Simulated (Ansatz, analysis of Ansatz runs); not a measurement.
# monolayer As with a Cl adatom (on top): binding, spin and levels, part 2 of 3

Question: how strongly does the Cl adatom (on top) bind to monolayer As, in which spin state, and does it put states into the gap? Model: a cell of 18 host atoms with 1 Cl put in, with vacuum above and below.

Ansatz 0.2.0; plane-wave PAW DFT, PBEsol and LDA; supercells relaxed in a periodic cell with vacuum, the primitive cell and the final single points with the Coulomb interaction cut along the normal.

So far. Step 4 (Band edges against the vacuum level): The band edges were searched for over the zone, on the density of this mesh. The valence top lies 5.28 eV and the conduction bottom 3.81 eV below the vacuum level: a gap of 1.47 eV.

### Step 5. Relaxing the neutral defect

Level of this step: plane-wave PAW DFT, PBEsol, fully periodic cell with vacuum; relaxation of a defect in a monolayer at fixed charge, a uniform background where charged (Ansatz).

Atoms start from random displacements, so no symmetry is imposed. The relaxation runs in a plain periodic cell, 20 Å high against 35 Å with the cut-off, with 19 Å between the perfect sheet and its image; that is cheaper, but a defect with a dipole feels the field of its images there. The electron count is odd, and the moment is held at 1 μB.

Contents of q0_M1.relax_smeared/input.yaml:

```yaml
crystal:
  lattice:
    - [10.63319851, 0.0, 0.0]
    - [-5.31659926, 9.20862003, 0.0]
    - [0.0, 0.0, 20.0]
  atoms:
    - { symbol: As, position: [0.0, 0.0, 0.46527225] }
    - { symbol: As, position: [0.11111111, 0.22222222, 0.53472775] }
    - { symbol: As, position: [0.0, 0.33333333, 0.46527225] }
    - { symbol: As, position: [0.11111111, 0.55555556, 0.53472775] }
    - { symbol: As, position: [0.0, 0.66666667, 0.46527225] }
    - { symbol: As, position: [0.11111111, 0.88888889, 0.53472775] }
    - { symbol: As, position: [0.33333333, 0.0, 0.46527225] }
    - { symbol: As, position: [0.44444444, 0.22222222, 0.53472775] }
    - { symbol: As, position: [0.33333333, 0.33333333, 0.46527225] }
    - { symbol: As, position: [0.44444444, 0.55555556, 0.53472775] }
    - { symbol: As, position: [0.33333333, 0.66666667, 0.46527225] }
    - { symbol: As, position: [0.44444444, 0.88888889, 0.53472775] }
    - { symbol: As, position: [0.66666667, 0.0, 0.46527225] }
    - { symbol: As, position: [0.77777778, 0.22222222, 0.53472775] }
    - { symbol: As, position: [0.66666667, 0.33333333, 0.46527225] }
    - { symbol: As, position: [0.77777778, 0.55555556, 0.53472775] }
    - { symbol: As, position: [0.66666667, 0.66666667, 0.46527225] }
    - { symbol: As, position: [0.77777778, 0.88888889, 0.53472775] }
    - { symbol: Cl, position: [0.444444, 0.555556, 0.65127525] }
basis:
  ecutwfc: 420
  xc_grid: 2
hamiltonian:
  xc: pbesol
kpoints:
  mp_grid: { grid: [2, 2, 1] }
magnetization:
  spin_polarized: true
  initial_magnetization: 1
  spin_locking: { lock_magnetization: hard }
scf:
  occupations: { method: fermi_dirac, width: 0.01 }
  max_iter: 80
output:
  forces: true
relax:
  f_tol: 0.03
  max_steps: 80
  random_displacement: { amplitude: 0.03, seed: 1692 }
```

Started as:

```bash
$ ansatz run input.yaml --threads 4 --pin off --max-ram 9420MiB --backend cpu --events-out ev --progress --plain --runs-dir out
```

Numbers of over 12 decimals in the logs are rounded to 6 here.

The log of the run:

```text
[...]
Crystal: 19 atoms, lattice volume = 1958.342 Å³
Basis set: ecut = 420 eV, 38305 PW (Γ), exchange–correlation on 144×144×270 points (8 copies of the dense FFT grid, shifted against one another)
Bands: 167, of which v1, the nominal top of the filled ones, is band 139 counted from 1 (138 counted from 0)
Symmetry: 1 space group operations
k-points: 4
[...]
Starting moments: Σ|m| = 1 μB on 19 of 19 sites
[...]
SCF iter   1: F=—  HF=-87693.843117 eV  |F-HF|=—  |Δ(HF+E_count)|=         —  Δρ=7.07e-3 (↑7.07e-3 ↓7.02e-3)  dr2=3.26e0  dr2_m=9.96e-2  M=1.000 μB ∫|m|=1.017 μB  β_m=0.30  ethr=1.17e-3  ⟨swp⟩=1.8  Hψ=6648  notcnv=0
[...]
spin=Collinear: Resta preconditioning applied to the charge; magnetization (m = ρ↑ − ρ↓) channel mixes plain (no charge-response kernel on spin).
SCF iter   2: F=—  HF=-87693.394343 eV  |F-HF|=—  |Δ(HF+E_count)|=   4.49e-1  Δρ=4.95e-3 (↑4.88e-3 ↓4.95e-3)  dr2=1.37e0  dr2_m=5.27e-2  M=1.000 μB ∫|m|=1.020 μB  β_m=0.56  ethr=1.17e-3  ⟨swp⟩=2.0  Hψ=1790  notcnv=0
[...]
SCF iter  10: F=-87693.154752 eV  HF=-87693.154752 eV  |F-HF|=1.07e-7  |Δ(HF+E_count)|=   6.88e-7  Δρ=1.44e-6 (↑1.33e-6 ↓1.44e-6)  dr2=2.56e-7  dr2_m=1.19e-8  M=1.000 μB ∫|m|=1.071 μB  ethr=3.25e-10  ⟨swp⟩=3.0  Hψ=2611  notcnv=0
SCF 1 converged in 10 iterations: F = -87693.154752 eV  dr2 = 2.56e-7
[...]
relax step   1: F+E_penalty+E_count = -87693.15475190 eV  Δ(F+E_penalty+E_count) = +0.000e0 eV  max|allowed force component| = 6.329e-1 eV/Å  Δτ_max = 0.0000 Å  (10 SCF iters, dr2 threshold 2.25e-5 eV, accepted)
[...]
relax step   2: F+E_penalty+E_count = -87693.23123002 eV  Δ(F+E_penalty+E_count) = -7.648e-2 eV  max|allowed force component| = 2.381e-1 eV/Å  Δτ_max = 0.1579 Å  (9 SCF iters, dr2 threshold 2.50e-5 eV, accepted)
relax step   3: F+E_penalty+E_count = -87693.26626279 eV  Δ(F+E_penalty+E_count) = -3.503e-2 eV  max|allowed force component| = 3.331e-1 eV/Å  Δτ_max = 0.0978 Å  (9 SCF iters, dr2 threshold 3.54e-6 eV, accepted)
relax step   4: F+E_penalty+E_count = -87693.27808007 eV  Δ(F+E_penalty+E_count) = -1.182e-2 eV  max|allowed force component| = 1.593e-1 eV/Å  Δτ_max = 0.1095 Å  (8 SCF iters, dr2 threshold 1.57e-5 eV, accepted)
relax step   5: F+E_penalty+E_count = -87693.28905964 eV  Δ(F+E_penalty+E_count) = -1.098e-2 eV  max|allowed force component| = 8.466e-2 eV/Å  Δτ_max = 0.1335 Å  (9 SCF iters, dr2 threshold 5.81e-6 eV, accepted)
relax step   6: F+E_penalty+E_count = -87693.29200010 eV  Δ(F+E_penalty+E_count) = -2.940e-3 eV  max|allowed force component| = 6.970e-2 eV/Å  Δτ_max = 0.1952 Å  (9 SCF iters, dr2 threshold 1.64e-6 eV, accepted)
relax step   7: F+E_penalty+E_count = -87693.29449659 eV  Δ(F+E_penalty+E_count) = -2.496e-3 eV  max|allowed force component| = 5.943e-2 eV/Å  Δτ_max = 0.0613 Å  (9 SCF iters, dr2 threshold 1.37e-6 eV, accepted)
relax step   8: F+E_penalty+E_count = -87693.30539189 eV  Δ(F+E_penalty+E_count) = -1.090e-2 eV  max|allowed force component| = 9.016e-2 eV/Å  Δτ_max = 0.2000 Å  (9 SCF iters, dr2 threshold 2.39e-6 eV, accepted)
relax step   9: F+E_penalty+E_count = -87693.32228783 eV  Δ(F+E_penalty+E_count) = -1.690e-2 eV  max|allowed force component| = 1.079e-1 eV/Å  Δτ_max = 0.1952 Å  (9 SCF iters, dr2 threshold 5.91e-6 eV, accepted)
relax step  10: F+E_penalty+E_count = -87693.34052857 eV  Δ(F+E_penalty+E_count) = -1.824e-2 eV  max|allowed force component| = 1.234e-1 eV/Å  Δτ_max = 0.1995 Å  (9 SCF iters, dr2 threshold 1.16e-5 eV, accepted)
relax step  11: F+E_penalty+E_count = -87693.35556498 eV  Δ(F+E_penalty+E_count) = -1.504e-2 eV  max|allowed force component| = 1.112e-1 eV/Å  Δτ_max = 0.1959 Å  (8 SCF iters, dr2 threshold 1.52e-5 eV, accepted)
relax step  12: F+E_penalty+E_count = -87693.34210124 eV  Δ(F+E_penalty+E_count) = +1.346e-2 eV  max|allowed force component| = 3.544e-1 eV/Å  Δτ_max = 0.2000 Å  (9 SCF iters, dr2 threshold 1.00e-5 eV, rejected (line search))
relax step  13: F+E_penalty+E_count = -87693.36440336 eV  Δ(F+E_penalty+E_count) = -8.838e-3 eV  max|allowed force component| = 2.285e-2 eV/Å  Δτ_max = 0.0968 Å  (11 SCF iters, accepted)
relax step  14: F+E_penalty+E_count = -87693.36564834 eV  Δ(F+E_penalty+E_count) = -1.245e-3 eV  max|allowed force component| = 4.042e-2 eV/Å  Δτ_max = 0.0948 Å  (11 SCF iters, accepted)
relax step  15: F+E_penalty+E_count = -87693.36602537 eV  Δ(F+E_penalty+E_count) = -3.770e-4 eV  max|allowed force component| = 2.301e-2 eV/Å  Δτ_max = 0.0350 Å  (10 SCF iters, accepted)
[...]
relax step  16: F+E_penalty+E_count = -87693.36665169 eV  Δ(F+E_penalty+E_count) = -6.263e-4 eV  max|allowed force component| = 7.409e-3 eV/Å  Δτ_max = 0.0309 Å  (9 SCF iters, accepted)
SCF converged after 9 iterations
Stability checked in part: among states of this total moment the steps that led to this state did not find it unstable. No probe was made; neither looks for a lower state of another moment (fixed_total_moment; see scf.lower_state_search)
Magnetization: 1.0000 μB (139.0000 up, 138.0000 down)
Absolute magnetization: 1.0713 μB (∫|ρ↑−ρ↓|, with the PAW one-centre terms)
[...]
Per-site moments (μB) at R_I (Å): [(0.00890086, 1.019227), (0.00323578, 1.009205), (0.00263496, 1.019833), [... 16 left out ...]
Free energy (F): -87693.366652 eV
[...]
Internal energy: -87693.366652 eV  (E = F + TS)
E sigma→0 (E₀):  -87693.366652 eV
Fermi energy:    -2.057071 (↑ -1.521369, ↓ -2.179598) eV
[...]
--- Forces (eV/Å), atoms counted from 1 ---
  atom   1  As    -0.00040465     0.00118803     0.00446217
  atom   2  As    -0.00271777    -0.00548051    -0.00187108
  atom   3  As     0.00285083     0.00232126     0.00399692
  atom   4  As    -0.00140188     0.00104489    -0.00649072
  atom   5  As     0.00025906     0.00137886     0.00709696
  atom   6  As     0.00066518    -0.00159050    -0.00336851
  atom   7  As    -0.00415819     0.00353172     0.00023161
  atom   8  As     0.00183760    -0.00336933    -0.00318857
  atom   9  As    -0.00173679    -0.00371625    -0.00265447
  atom  10  As    -0.00260051     0.00740921    -0.00122424
  atom  11  As     0.00001245    -0.00207769    -0.00139614
  atom  12  As    -0.00128992    -0.00184543    -0.00250558
  atom  13  As     0.00027348    -0.00033922    -0.00020446
  atom  14  As     0.00215736    -0.00264366    -0.00227994
  atom  15  As    -0.00073169     0.00058461     0.00339889
  atom  16  As     0.00114368     0.00077212    -0.00395722
  atom  17  As    -0.00125142     0.00170048     0.00362559
  atom  18  As     0.00066323     0.00055996     0.00006702
  atom  19  Cl     0.00643089     0.00057858     0.00626093
  max |Σ_I F_I| component: 7.13e-6 eV/Å
--- Relaxed structure (16 steps of the walk, 15 accepted, 0 SCFs on fresh bases) ---
  F+E_penalty+E_count = -87693.36665169 eV   max|allowed force component| = 7.409e-3 eV/Å
  atoms:
    - { symbol: As, position: [-0.005126, -0.007155, 0.461900] }
    - { symbol: As, position: [0.104127, 0.210571, 0.534211] }
    - { symbol: As, position: [-0.004883, 0.326547, 0.466645] }
    - { symbol: As, position: [0.104795, 0.547497, 0.537301] }
    - { symbol: As, position: [-0.005686, 0.656732, 0.466139] }
    - { symbol: As, position: [0.108265, 0.884815, 0.531665] }
    - { symbol: As, position: [0.329910, -0.007229, 0.462053] }
    - { symbol: As, position: [0.438238, 0.210558, 0.534315] }
    - { symbol: As, position: [0.323133, 0.314313, 0.465026] }
    - { symbol: As, position: [0.442516, 0.553152, 0.535052] }
    - { symbol: As, position: [0.328180, 0.664167, 0.469003] }
    - { symbol: As, position: [0.436397, 0.885618, 0.537970] }
    - { symbol: As, position: [0.660939, -0.009763, 0.469845] }
    - { symbol: As, position: [0.773897, 0.216071, 0.536689] }
    - { symbol: As, position: [0.663084, 0.326478, 0.466657] }
    - { symbol: As, position: [0.774488, 0.547544, 0.537213] }
    - { symbol: As, position: [0.667670, 0.663997, 0.468845] }
    - { symbol: As, position: [0.781093, 0.885545, 0.537744] }
    - { symbol: Cl, position: [0.510000, 0.689341, 0.635599] }
```

Wall time 13 min (4 threads of Arm Neoverse V1, shared host); peak memory 6.1 GiB; 49 min of CPU time.

In the next tables energies count from the displaced start, and moves from the positions in the input.

The steps of the relaxation:

```csv
step,energy less that of the first step (eV),largest force component (eV/Å)
1,0.0000,0.6329
2,-0.0765,0.2381
3,-0.1115,0.3331
4,-0.1233,0.1593
5,-0.1343,0.0847
6,-0.1372,0.0697
7,-0.1397,0.0594
8,-0.1506,0.0902
9,-0.1675,0.1079
10,-0.1858,0.1234
11,-0.2008,0.1112
12,-0.1873,0.3544
13,-0.2097,0.0228
14,-0.2109,0.0404
15,-0.2113,0.0230
16,-0.2119,0.0074
```

Relaxation step 12 was tried and not accepted.

The atoms that moved most (Å, from the sites as typed, ahead of the random displacement, the mean shift of all atoms taken out):

```csv
atom,dx,dy,dz,length
Cl19,-0.006,1.230,-0.316,1.270
As9,0.001,-0.177,-0.008,0.177
As13,-0.001,-0.091,0.089,0.127
As2,-0.004,-0.109,-0.013,0.110
As8,0.004,-0.109,-0.011,0.110
As1,-0.008,-0.067,-0.070,0.098
As7,0.010,-0.068,-0.067,0.096
As5,0.001,-0.093,0.015,0.094
```

The relaxed structure:

```xyz
19
Lattice="10.6332 0.0000 0.0000 -5.3166 9.2086 0.0000 0.0000 0.0000 20.0000" Properties=species:S:1:pos:R:3
As   -0.0165   -0.0659    9.2380
As   -0.0123    1.9391   10.6842
As   -1.7880    3.0070    9.3329
As   -1.7965    5.0417   10.7460
As   -3.5520    6.0476    9.3228
As   -3.5530    8.1479   10.6333
As    3.5464   -0.0666    9.2411
As    3.5404    1.9390   10.6863
As    1.7649    2.8944    9.3005
As    1.7645    5.0938   10.7010
As   -0.0415    6.1161    9.3801
As   -0.0682    8.1553   10.7594
As    7.0798   -0.0899    9.3969
As    7.0802    1.9897   10.7338
As    5.3149    3.0064    9.3331
As    5.3242    5.0421   10.7443
As    3.5693    6.1145    9.3769
As    3.5974    8.1546   10.7549
Cl    1.7580    6.3479   12.7120
```

With the common shift of the atoms taken out, the largest displacement is 1.27 Å, and the sheet with its defect is 2.08 Å thicker than the perfect one.

The adatom ends 1.95 Å above the sheet's highest atom, with As10 at 2.37 Å, As12 at 3.23 Å, As18 at 3.24 Å and As11 at 3.79 Å nearest.

### Step 6. Energies and states on the vacuum scale

Single points with the cut-off give energies without the images along the normal, and levels against the vacuum; the images in the plane remain.

The cell differs from the one that the last finished run ended in (c 20.000 → 35.000 Å).

Contents of q0_M1.point.pbesol/input.yaml:

```yaml
crystal:
  lattice:
    - [10.63319851, 0.0, 0.0]
    - [-5.31659926, 9.20862003, 0.0]
    - [0.0, 0.0, 35.0]
  atoms:
    - { symbol: As, position: [-0.00512565, -0.00715471, 0.47822857] }
    - { symbol: As, position: [0.10412662, 0.21057126, 0.51954903] }
[... 7 atom lines left out ...]
    - { symbol: As, position: [0.44251558, 0.55315163, 0.52002988] }
    - { symbol: As, position: [0.3281797, 0.66416735, 0.48228754] }
    - { symbol: As, position: [0.43639681, 0.88561849, 0.52169733] }
[... 4 atom lines left out ...]
    - { symbol: As, position: [0.66767014, 0.66399691, 0.48219712] }
    - { symbol: As, position: [0.78109297, 0.88554499, 0.52156828] }
    - { symbol: Cl, position: [0.50999984, 0.68934078, 0.57748497] }
  periodic: [true, true, false]
basis:
  ecutwfc: 420
  xc_grid: 2
hamiltonian:
  xc: pbesol
kpoints:
  mp_grid: { grid: [2, 2, 1] }
magnetization:
  spin_polarized: true
  initial_magnetization: 1
  spin_locking: { lock_magnetization: hard }
scf:
  occupations: { method: fermi_dirac, width: 0.01 }
  max_iter: 80
output:
  forces: true
  eigenvalues: true
  eigenstates: { localisation: true }
  populations: true
checkpoint:
  write: "../q0_M1.point.pbesol.run"
  compress: false
  write_wavefunctions: false
  write_every: 100000
```

The log of the run:

```text
[...]
Crystal: 19 atoms, lattice volume = 3427.098 Å³
Basis set: ecut = 420 eV, 66855 PW (Γ), exchange–correlation on 144×144×480 points (8 copies of the dense FFT grid, shifted against one another)
Bands: 167, of which v1, the nominal top of the filled ones, is band 139 counted from 1 (138 counted from 0)
Symmetry: 1 space group operations
[...]
k-points: 4
[...]
Starting moments: Σ|m| = 1 μB on 19 of 19 sites
[...]
SCF iter  15: F=-87693.364073 eV  HF=-87693.364073 eV  |F-HF|=1.00e-9  |Δ(HF+E_count)|=  7.86e-10  Δρ=9.88e-8 (↑9.88e-8 ↓8.38e-8)  dr2=1.03e-9  dr2_m=2.03e-10  M=1.000 μB ∫|m|=1.077 μB  ethr=2.10e-12  ⟨swp⟩=2.8  Hψ=2574  notcnv=0
SCF 1 converged in 15 iterations: F = -87693.364073 eV  dr2 = 1.03e-9
[...]
SCF converged after 15 iterations
[...]
Magnetization: 1.0000 μB (139.0000 up, 138.0000 down)
Absolute magnetization: 1.0714 μB (∫|ρ↑−ρ↓|, with the PAW one-centre terms)
[...]
Per-site moments (μB) at R_I (Å): [(0.00889671, 1.019227), (0.00320172, 1.009205), (0.00260968, 1.019832), [... 16 left out ...]
Free energy (F): -87693.364073 eV
[...]
Internal energy: -87693.364073 eV  (E = F + TS)
E sigma→0 (E₀):  -87693.364073 eV
Fermi energy:    -5.176367 (↑ -4.641662, ↓ -5.299771) eV
[...]
--- Forces (eV/Å), atoms counted from 1 ---
  atom   1  As    -0.00014568     0.00166124     0.00487678
  atom   2  As    -0.00266087    -0.00578225    -0.00213286
  atom   3  As     0.00300213     0.00244683     0.00442431
  atom   4  As    -0.00117870     0.00105852    -0.00662732
  atom   5  As     0.00025730     0.00160095     0.00767977
  atom   6  As     0.00066165    -0.00171527    -0.00395287
  atom   7  As    -0.00442844     0.00401060     0.00062698
  atom   8  As     0.00178137    -0.00366529    -0.00344626
  atom   9  As    -0.00173492    -0.00458521    -0.00315335
  atom  10  As    -0.00263405     0.01425236     0.00943779
  atom  11  As    -0.00040124    -0.00169960    -0.00124221
  atom  12  As     0.00009374    -0.00330584    -0.00122199
  atom  13  As     0.00027548    -0.00023184     0.00022204
  atom  14  As     0.00215711    -0.00279991    -0.00259596
  atom  15  As    -0.00088267     0.00071223     0.00382633
  atom  16  As     0.00091990     0.00078432    -0.00409822
  atom  17  As    -0.00083306     0.00208304     0.00378633
  atom  18  As    -0.00069533    -0.00087605     0.00131675
  atom  19  Cl     0.00644605    -0.00394572    -0.00774817
  max |Σ_I F_I| component: 2.21e-5 eV/Å
--- Band table (eV; the first three rows and the last of 8) ---
[...]
[... further k-points left out ...]
  ° read free of the cell's end (the report's vacuum.weakly_bound_levels)
--- Löwdin populations: 19 sites ---
  site symbol       q [e]    m [muB]
     0     As     14.9647     0.0097
     1     As     14.9342     0.0060
     2     As     14.9529     0.0058
     3     As     14.9357     0.0066
     4     As     14.9515     0.0037
     5     As     14.9446     0.0007
     6     As     14.9653     0.0096
     7     As     14.9341     0.0060
     8     As     14.9642     0.3766
     9     As     14.7216     0.2120
    10     As     14.9550     0.0302
    11     As     14.9015     0.0368
    12     As     14.9613     0.0027
    13     As     14.9396     0.0010
    14     As     14.9528     0.0058
    15     As     14.9359     0.0066
    16     As     14.9547     0.0311
    17     As     14.9023     0.0370
    18     Cl      7.2932     0.1927
  spilling = 0.003375 (of n_electrons = 277.000000)
```

Elapsed: 3.1 min, on 4 threads; peak memory 7.7 GiB; 12 min of CPU time.

With the cut-off the largest force on the relaxed structure is 0.017 eV/Å, so the structure stays at rest.

(Part 2 of 3 ends here.)

[Logs are printed without paths, hosts, clocks, repeated set-up lines and the standing remarks that a program may print on its own settings, such as how far it seeks lower states.]

[Hosts, paths, dates, database ids (printed as entryN), source tags and the programs' standing remarks are cut or masked in the printed files.]

[Maps of the electrostatic potential energy from Ansatz leave out the sawtooth potential of an applied field or a dipole correction, so their vacuum need not be flat.]
